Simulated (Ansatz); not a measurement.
# Work function of Be(0001): what the settings cost and change

Aim: the work function of Be(0001) against thickness and vacuum, with the cost.

Program: Ansatz 0.2.0. Level of theory: plane-wave DFT, PBE, Ansatz PAW. Results are calculated unless marked as measured.

Most raw output is cut from this account.

## (1) Set-up

The cell holds 1 atom: 1 Be. Its edges and angles: a = 2.290 Å, b = 2.290 Å, c = 18.000 Å, α = 90.0°, β = 90.0°, γ = 60.0°. Vacuum lies along c.

## (2) Slab, setting 1 layer

A work function rests on the faint tail of the density, so the SCF threshold is tight. The slab grows from one layer, at fixed mesh and 18 Å of vacuum; then the vacuum is varied on one slab.

Contents of input.yaml:

```yaml
crystal:
  lattice:
    - [2.29, 0.0, 0.0]
    - [1.145, 1.9831981747, 0.0]
    - [0.0, 0.0, 18.0]
  atoms:
    - { symbol: Be, position: [0.6666666667, 0.6666666667, 0.5] }
kpoints:
  mp_grid: { grid: [20, 20, 1] }
hamiltonian:
  xc: pbe
scf:
  occupations: { method: fermi_dirac, width: 0.1 }
  convergence: { dr2_threshold: 1.0e-09 }
efield:
  axis: 3
  dipole_correction: true
  ramp_position: 0.97
  ramp_width: 0.06
output:
  write_potential: true
  write_density: true
  volumetric_format: npy
  elf: true
```

Launch:

```
$ ansatz run input.yaml --threads 2 --pin off --max-ram 3072MiB --backend cpu --events-out ev --progress --plain --runs-dir out
```

Wall time 4.1 s (2 threads of Arm Neoverse N1, shared host); peak memory 0.3 GiB; 6.5 s of CPU time.

Numbers from this step:

```yaml
energy_at_zero_smearing: -91.8609 eV
work_function_upper_face: 4.597 eV
```

Running mean over 1.794 Å of the planar mean; the ramp of the sawtooth is left out. Electron's electrostatic potential energy less the Fermi level against z:

z (Å), electron's electrostatic potential energy less the Fermi level (eV) and a bar from the least value:
```
      3.0       4.60 ##############################
      3.5       4.60 ##############################
      4.0       4.60 ##############################
      4.5       4.60 ##############################
      5.0       4.59 ##############################
      5.5       4.58 ##############################
      6.0       4.55 ##############################
      6.5       4.45 ##############################
      7.0       4.09 #############################
      7.5       2.94 #########################
      8.0      -0.39 ###############
      8.5      -4.38 ####
      9.0      -5.69 
      9.5      -4.38 ####
     10.0      -0.39 ###############
     10.5       2.94 #########################
     11.0       4.09 #############################
     11.5       4.45 ##############################
     12.0       4.55 ##############################
     12.5       4.58 ##############################
     13.0       4.59 ##############################
     13.5       4.60 ##############################
     14.0       4.60 ##############################
     14.5       4.60 ##############################
     15.0       4.60 ##############################
```

Electrostatic potential energy in the ca plane at fractional y = 0.667, with atoms of Be within 0.2 Å of it. With pseudopotentials it is smooth inside the atoms' cores, unlike the true potential.

Values in eV, 5 rows by 16 columns, each cell a mean:
```
  1   1   1   1   1   1   0 -12 -15   0   1   1   1   1   1   1
  1   1   1   1   1   1   0 -15 -18  -1   1   1   1   1   1   1
  1   1   1   1   1   1   0 -11 -14   0   1   1   1   1   1   1
  1   1   1   1   1   1   1  -3  -4   1   1   1   1   1   1   1
  1   1   1   1   1   1   1  -3  -5   0   1   1   1   1   1   1
```
Columns run along c (18.0 Å; values clipped at the 3rd and 97th percentile), rows up along a (2.3 Å). Atoms in or near the plane, at fractional coordinates: Be at (0.50, 0.67).

Valence density in the ca plane at fractional y = 0.667, with atoms of Be within 0.2 Å of it. It is the smooth field of the valence electrons, not physical close to the nuclei.

Ten even steps from '0' (0.00 e/Å³) to '9' (0.27 e/Å³), each cell a mean:
```
00000000000000000002478631000000000000000000
00000000000000000002444431000000000000000000
00000000000000000002332321000000000000000000
00000000000000000002455531000000000000000000
00000000000000000002589631000000000000000000
00000000000000000002589731000000000000000000
00000000000000000002589731000000000000000000
00000000000000000002589731000000000000000000
```
Columns run along c (18.0 Å), rows up along a (2.3 Å). Atoms in or near the plane, at fractional coordinates: Be at (0.50, 0.67).

ELF in the ca plane at fractional y = 0.667, with atoms of Be within 0.2 Å of it. It is the smooth field of the valence electrons, not physical close to the nuclei.

Values, 5 rows by 16 columns, each cell a mean:
```
0.00 0.00 0.00 0.00 0.00 0.02 0.12 0.26 0.25 0.15 0.02 0.00 0.00 0.00 0.00 0.00
0.00 0.00 0.00 0.00 0.00 0.01 0.08 0.07 0.04 0.10 0.02 0.00 0.00 0.00 0.00 0.00
0.00 0.00 0.00 0.00 0.00 0.02 0.12 0.31 0.30 0.16 0.02 0.00 0.00 0.00 0.00 0.00
0.00 0.00 0.00 0.00 0.00 0.02 0.19 0.69 0.75 0.27 0.03 0.00 0.00 0.00 0.00 0.00
0.00 0.00 0.00 0.00 0.00 0.02 0.19 0.68 0.74 0.27 0.03 0.00 0.00 0.00 0.00 0.00
```
Columns run along c (18.0 Å), rows up along a (2.3 Å). Atoms in or near the plane, at fractional coordinates: Be at (0.50, 0.67).

The work function is 4.597 eV.

## (3) Slab, 2 atoms

System of this step: Be(0001). The cell holds 2 atoms: 2 Be. Its edges and angles: a = 2.290 Å, b = 2.290 Å, c = 19.794 Å, α = 90.0°, β = 90.0°, γ = 60.0°. Vacuum lies along c.

input.yaml, the sections that differ from step 2:

```yaml
crystal:
  lattice:
    - [2.29, 0.0, 0.0]
    - [1.145, 1.9831981747, 0.0]
    - [0.0, 0.0, 19.794215]
  atoms:
    - { symbol: Be, position: [0.6666666667, 0.6666666667, 0.4546782987] }
    - { symbol: Be, position: [0.0, 0.0, 0.5453217013] }
output:
  write_potential: true
  write_density: true
  volumetric_format: npy
# kpoints, hamiltonian, scf, efield: as in step 2
```

Run time: 6 s. Hardware: 2 threads; peak memory 0.32 GiB; 9.4 s of CPU time.

The work function is 5.066 eV, +0.469 eV from the run “1 layer”, at 1.5 times its CPU time.

## (4) Slab, 3 atoms

System of this step: Be(0001). The cell holds 3 atoms: 3 Be. Cell: a = 2.290 Å, b = 2.290 Å, c = 21.588 Å, α = 90.0°, β = 90.0°, γ = 60.0°. Vacuum lies along c.

input.yaml, the sections that differ from step 3:

```yaml
crystal:
  lattice:
    - [2.29, 0.0, 0.0]
    - [1.145, 1.9831981747, 0.0]
    - [0.0, 0.0, 21.58843]
  atoms:
    - { symbol: Be, position: [0.0, 0.0, 0.416889973] }
    - { symbol: Be, position: [0.6666666667, 0.6666666667, 0.5] }
    - { symbol: Be, position: [0.0, 0.0, 0.583110027] }
# kpoints, hamiltonian, scf, efield, output: as in step 3
```

Run time: 7.9 s. Hardware: 2 threads; peak memory 0.35 GiB; 13 s of CPU time.

The work function is 5.236 eV, +0.170 eV from the run “2 layers”, at 1.3 times its CPU time.

## (5) Slab, 4 atoms

System of this step: Be(0001). The cell holds 4 atoms: 4 Be. Cell: a = 2.290 Å, b = 2.290 Å, c = 23.383 Å, α = 90.0°, β = 90.0°, γ = 60.0°. Vacuum lies along c.

input.yaml, the sections that differ from step 4:

```yaml
crystal:
  lattice:
    - [2.29, 0.0, 0.0]
    - [1.145, 1.9831981747, 0.0]
    - [0.0, 0.0, 23.382645]
  atoms:
    - { symbol: Be, position: [0.6666666667, 0.6666666667, 0.3849008527] }
    - { symbol: Be, position: [0.0, 0.0, 0.4616336176] }
    - { symbol: Be, position: [0.6666666667, 0.6666666667, 0.5383663824] }
    - { symbol: Be, position: [0.0, 0.0, 0.6150991473] }
# kpoints, hamiltonian, scf, efield, output: as in step 4
```

It took 9.9 s on 2 threads; peak memory 0.36 GiB; 16 s of CPU time.

The work function is 5.323 eV, +0.087 eV from the run “3 layers”, at 1.2 times its CPU time.

## (6) Run, 5 atoms

System of this step: Be(0001). The cell holds 5 atoms: 5 Be. Its edges and angles: a = 2.290 Å, b = 2.290 Å, c = 25.177 Å, α = 90.0°, β = 90.0°, γ = 60.0°. Vacuum lies along c.

input.yaml, the sections that differ from step 5:

```yaml
crystal:
  lattice:
    - [2.29, 0.0, 0.0]
    - [1.145, 1.9831981747, 0.0]
    - [0.0, 0.0, 25.17686]
  atoms:
    - { symbol: Be, position: [0.0, 0.0, 0.3574711064] }
    - { symbol: Be, position: [0.6666666667, 0.6666666667, 0.4287355532] }
    - { symbol: Be, position: [0.0, 0.0, 0.5] }
    - { symbol: Be, position: [0.6666666667, 0.6666666667, 0.5712644468] }
    - { symbol: Be, position: [0.0, 0.0, 0.6425288936] }
# kpoints, hamiltonian, scf, efield, output: as in step 5
```

Wall time 10 s (2 threads); peak memory 0.33 GiB; 17 s of CPU time.

The work function is 5.297 eV, -0.026 eV from the run “4 layers”, at 1.1 times its CPU time.

## (7) Run, 6 atoms

System of this step: Be(0001). The cell holds 6 atoms: 6 Be. Its edges and angles: a = 2.290 Å, b = 2.290 Å, c = 26.971 Å, α = 90.0°, β = 90.0°, γ = 60.0°. Vacuum lies along c.

input.yaml, the sections that differ from step 6:

```yaml
crystal:
  lattice:
    - [2.29, 0.0, 0.0]
    - [1.145, 1.9831981747, 0.0]
    - [0.0, 0.0, 26.971075]
  atoms:
    - { symbol: Be, position: [0.6666666667, 0.6666666667, 0.3336908151] }
    - { symbol: Be, position: [0.0, 0.0, 0.400214489] }
    - { symbol: Be, position: [0.6666666667, 0.6666666667, 0.466738163] }
    - { symbol: Be, position: [0.0, 0.0, 0.533261837] }
    - { symbol: Be, position: [0.6666666667, 0.6666666667, 0.599785511] }
    - { symbol: Be, position: [0.0, 0.0, 0.6663091849] }
# kpoints, hamiltonian, scf, efield, output: as in step 6
```

Wall time 13 s (2 threads); peak memory 0.35 GiB.

The work function is 5.307 eV, +0.010 eV from the run “5 layers”, at 1.3 times its CPU time.

## (8) Slab, 8 atoms

System of this step: Be(0001). The cell holds 8 atoms: 8 Be. Its edges and angles: a = 2.290 Å, b = 2.290 Å, c = 30.560 Å, α = 90.0°, β = 90.0°, γ = 60.0°. Vacuum lies along c.

input.yaml, the sections that differ from step 7:

```yaml
crystal:
  lattice:
    - [2.29, 0.0, 0.0]
    - [1.145, 1.9831981747, 0.0]
    - [0.0, 0.0, 30.559505]
  atoms:
    - { symbol: Be, position: [0.6666666667, 0.6666666667, 0.2945073881] }
    - { symbol: Be, position: [0.0, 0.0, 0.3532195629] }
    - { symbol: Be, position: [0.6666666667, 0.6666666667, 0.4119317378] }
    - { symbol: Be, position: [0.0, 0.0, 0.4706439126] }
    - { symbol: Be, position: [0.6666666667, 0.6666666667, 0.5293560874] }
    - { symbol: Be, position: [0.0, 0.0, 0.5880682622] }
    - { symbol: Be, position: [0.6666666667, 0.6666666667, 0.6467804371] }
    - { symbol: Be, position: [0.0, 0.0, 0.7054926119] }
# kpoints, hamiltonian, scf, efield, output: as in step 7
```

The job ended after 19 s (2 threads; peak memory 0.38 GiB).

The work function is 5.317 eV, +0.010 eV from the run “6 layers”, at 1.5 times its CPU time.

## (9) Run, 10 atoms

System of this step: Be(0001). The cell holds 10 atoms: 10 Be. Cell: a = 2.290 Å, b = 2.290 Å, c = 34.148 Å, α = 90.0°, β = 90.0°, γ = 60.0°. Vacuum lies along c.

input.yaml, the sections that differ from step 8:

```yaml
crystal:
  lattice:
    - [2.29, 0.0, 0.0]
    - [1.145, 1.9831981747, 0.0]
    - [0.0, 0.0, 34.147935]
  atoms:
    - { symbol: Be, position: [0.6666666667, 0.6666666667, 0.2635591288] }
    - { symbol: Be, position: [0.0, 0.0, 0.3161015446] }
    - { symbol: Be, position: [0.6666666667, 0.6666666667, 0.3686439605] }
    - { symbol: Be, position: [0.0, 0.0, 0.4211863763] }
    - { symbol: Be, position: [0.6666666667, 0.6666666667, 0.4737287921] }
    - { symbol: Be, position: [0.0, 0.0, 0.5262712079] }
    - { symbol: Be, position: [0.6666666667, 0.6666666667, 0.5788136237] }
    - { symbol: Be, position: [0.0, 0.0, 0.6313560395] }
    - { symbol: Be, position: [0.6666666667, 0.6666666667, 0.6838984554] }
    - { symbol: Be, position: [0.0, 0.0, 0.7364408712] }
# kpoints, hamiltonian, scf, efield, output: as in step 8
```

Run time: 27 s. Hardware: 2 threads; peak memory 0.43 GiB.

The work function is 5.300 eV, -0.016 eV from the run “8 layers”, at 1.4 times its CPU time.

## (10) Slab, 13 atoms

System of this step: Be(0001). The cell holds 13 atoms: 13 Be. Cell: a = 2.290 Å, b = 2.290 Å, c = 39.531 Å, α = 90.0°, β = 90.0°, γ = 60.0°. Vacuum lies along c.

input.yaml, the sections that differ from step 9:

```yaml
crystal:
  lattice:
    - [2.29, 0.0, 0.0]
    - [1.145, 1.9831981747, 0.0]
    - [0.0, 0.0, 39.53058]
  atoms:
    - { symbol: Be, position: [0.0, 0.0, 0.2276718429] }
    - { symbol: Be, position: [0.6666666667, 0.6666666667, 0.2730598691] }
    - { symbol: Be, position: [0.0, 0.0, 0.3184478953] }
    - { symbol: Be, position: [0.6666666667, 0.6666666667, 0.3638359215] }
    - { symbol: Be, position: [0.0, 0.0, 0.4092239476] }
    - { symbol: Be, position: [0.6666666667, 0.6666666667, 0.4546119738] }
    - { symbol: Be, position: [0.0, 0.0, 0.5] }
    - { symbol: Be, position: [0.6666666667, 0.6666666667, 0.5453880262] }
    - { symbol: Be, position: [0.0, 0.0, 0.5907760524] }
    - { symbol: Be, position: [0.6666666667, 0.6666666667, 0.6361640785] }
    - { symbol: Be, position: [0.0, 0.0, 0.6815521047] }
    - { symbol: Be, position: [0.6666666667, 0.6666666667, 0.7269401309] }
    - { symbol: Be, position: [0.0, 0.0, 0.7723281571] }
# kpoints, hamiltonian, scf, efield, output: as in step 9
```

The job ended after 39 s (2 threads; peak memory 0.49 GiB; 69 s of CPU time).

The work function is 5.287 eV, -0.013 eV from the run “10 layers”, at 1.5 times its CPU time.

## (11) Slab, 7 atoms

System of this step: Be(0001). The cell holds 7 atoms: 7 Be. Its edges and angles: a = 2.290 Å, b = 2.290 Å, c = 20.765 Å, α = 90.0°, β = 90.0°, γ = 60.0°. Vacuum lies along c.

input.yaml, the sections that differ from step 10:

```yaml
crystal:
  lattice:
    - [2.29, 0.0, 0.0]
    - [1.145, 1.9831981747, 0.0]
    - [0.0, 0.0, 20.76529]
  atoms:
    - { symbol: Be, position: [0.0, 0.0, 0.2407864277] }
    - { symbol: Be, position: [0.6666666667, 0.6666666667, 0.3271909518] }
    - { symbol: Be, position: [0.0, 0.0, 0.4135954759] }
    - { symbol: Be, position: [0.6666666667, 0.6666666667, 0.5] }
    - { symbol: Be, position: [0.0, 0.0, 0.5864045241] }
    - { symbol: Be, position: [0.6666666667, 0.6666666667, 0.6728090482] }
    - { symbol: Be, position: [0.0, 0.0, 0.7592135723] }
# kpoints, hamiltonian, scf, efield, output: as in step 10
```

It took 12 s on 2 threads; peak memory 0.32 GiB.

The work function is 5.317 eV. The program marks this work function as in doubt.

## (12) Run, 7 atoms

The cell differs from the one that the last finished run ended in (c 20.765 → 24.765 Å).

input.yaml, the sections that differ from step 11:

```yaml
crystal:
  lattice:
    - [2.29, 0.0, 0.0]
    - [1.145, 1.9831981747, 0.0]
    - [0.0, 0.0, 24.76529]
  atoms:
    - { symbol: Be, position: [0.0, 0.0, 0.2826536657] }
    - { symbol: Be, position: [0.6666666667, 0.6666666667, 0.3551024438] }
    - { symbol: Be, position: [0.0, 0.0, 0.4275512219] }
    - { symbol: Be, position: [0.6666666667, 0.6666666667, 0.5] }
    - { symbol: Be, position: [0.0, 0.0, 0.5724487781] }
    - { symbol: Be, position: [0.6666666667, 0.6666666667, 0.6448975562] }
    - { symbol: Be, position: [0.0, 0.0, 0.7173463343] }
# kpoints, hamiltonian, scf, efield, output: as in step 11
```

Elapsed: 14 s, on 2 threads; peak memory 0.34 GiB; 23 s of CPU time.

The work function is 5.320 eV, +0.003 eV from the run “7 layers, 10 Å of vacuum”, at 1.3 times its CPU time.

## (13) Run, 7 atoms (run 2)

The cell differs from the one that the last finished run ended in (c 24.765 → 36.765 Å).

input.yaml, the sections that differ from step 12:

```yaml
crystal:
  lattice:
    - [2.29, 0.0, 0.0]
    - [1.145, 1.9831981747, 0.0]
    - [0.0, 0.0, 36.76529]
  atoms:
    - { symbol: Be, position: [0.0, 0.0, 0.3535943821] }
    - { symbol: Be, position: [0.6666666667, 0.6666666667, 0.4023962547] }
    - { symbol: Be, position: [0.0, 0.0, 0.4511981274] }
    - { symbol: Be, position: [0.6666666667, 0.6666666667, 0.5] }
    - { symbol: Be, position: [0.0, 0.0, 0.5488018726] }
    - { symbol: Be, position: [0.6666666667, 0.6666666667, 0.5976037453] }
    - { symbol: Be, position: [0.0, 0.0, 0.6464056179] }
# kpoints, hamiltonian, scf, efield, output: as in step 12
```

Elapsed: 21 s, on 2 threads; peak memory 0.4 GiB.

The work function is 5.320 eV, -0.000 eV from the run “7 layers, 14 Å of vacuum”, at 1.5 times its CPU time.

## (14) The series together

Times are for 2 threads of Arm Neoverse N1, shared host. The runs compared:

```
no.                   setting  work function, upper face (eV)   time  memory (GiB)
  1                   1 layer                           4.597  4.1 s           0.3
  2                  2 layers                           5.066    6 s          0.32
  3                  3 layers                           5.236  7.9 s          0.35
  4                  4 layers                           5.323  9.9 s          0.36
  5                  5 layers                           5.297   10 s          0.33
  6                  6 layers                           5.307   13 s          0.35
  7                  8 layers                           5.317   19 s          0.38
  8                 10 layers                           5.300   27 s          0.43
  9                 13 layers                           5.287   39 s          0.49
 10  7 layers, 10 Å of vacuum                           5.317   12 s          0.32
 11  7 layers, 14 Å of vacuum                           5.320   14 s          0.34
 12  7 layers, 26 Å of vacuum                           5.320   21 s           0.4
```

## (15) A changed input

System of this step: Be(0001) monolayer. The cell holds 1 atom: 1 Be. Cell: a = 2.290 Å, b = 2.290 Å, c = 18.000 Å, α = 90.0°, β = 90.0°, γ = 60.0°. Vacuum lies along c.

An input spoilt on purpose, to show how the run answers: it repeats the earlier run “1 layer” with kpoints.mp_grid from mp_grid to mp-grid, and scf.max_iter set to 60; its output block differs too.

input.yaml, the sections that differ from step 13:

```yaml
crystal:
  lattice:
    - [2.29, 0.0, 0.0]
    - [1.145, 1.9831981747, 0.0]
    - [0.0, 0.0, 18.0]
  atoms:
    - { symbol: Be, position: [0.6666666667, 0.6666666667, 0.5] }
kpoints:
  mp-grid: { grid: [20, 20, 1] }
scf:
  occupations: { method: fermi_dirac, width: 0.1 }
  convergence: { dr2_threshold: 1.0e-09 }
  max_iter: 60
# hamiltonian, efield, output: as in step 13
```

It took 0.02 s on 2 threads; peak memory 0.05 GiB.

The input was rejected at the start.

The program's message: “Error: YAML parse error: error: line 9 column 3: unknown field `mp-grid`, expected one of mp_grid, list, band_path, initial_grid, further_shifts”

A key was misspelt on purpose.

## (16) Summary of results

- work function, 1 layer: 4.597 eV
- work function, 4 layers: 5.323 eV
- work function, 6 layers: 5.307 eV
- work function, 13 layers: 5.287 eV

**Reading.** The thickest slab gives 5.29 eV, and the settings tried spread the value from 4.60 to 5.32 eV. At 18 Å of vacuum, the slabs from 4 layers on stay within 0.04 eV of the thickest. Going from 10 to 26 Å of vacuum moves it by 0.003 eV. The program marks the value as in doubt in “7 layers, 10 Å of vacuum”. The ladder's slabs use the tabulated experimental lattice constant (two decimals; a low-temperature value for the alkali metals). In 1 run of the series (7 layers, 10 Å of vacuum) the program warns that electrons reach the sawtooth's ramp, which makes dipole and work function less sure.

[Logs are printed without paths, hosts, clocks, repeated set-up lines and the standing remarks that a program may print on its own settings, such as how far it seeks lower states.]

[Hosts, paths, dates, database ids (printed as entryN), source tags and the programs' standing remarks are cut or masked in the printed files.]

[Maps of the electrostatic potential energy from Ansatz leave out the sawtooth potential of an applied field or a dipole correction, so their vacuum need not be flat; planar profiles and work functions include it.]
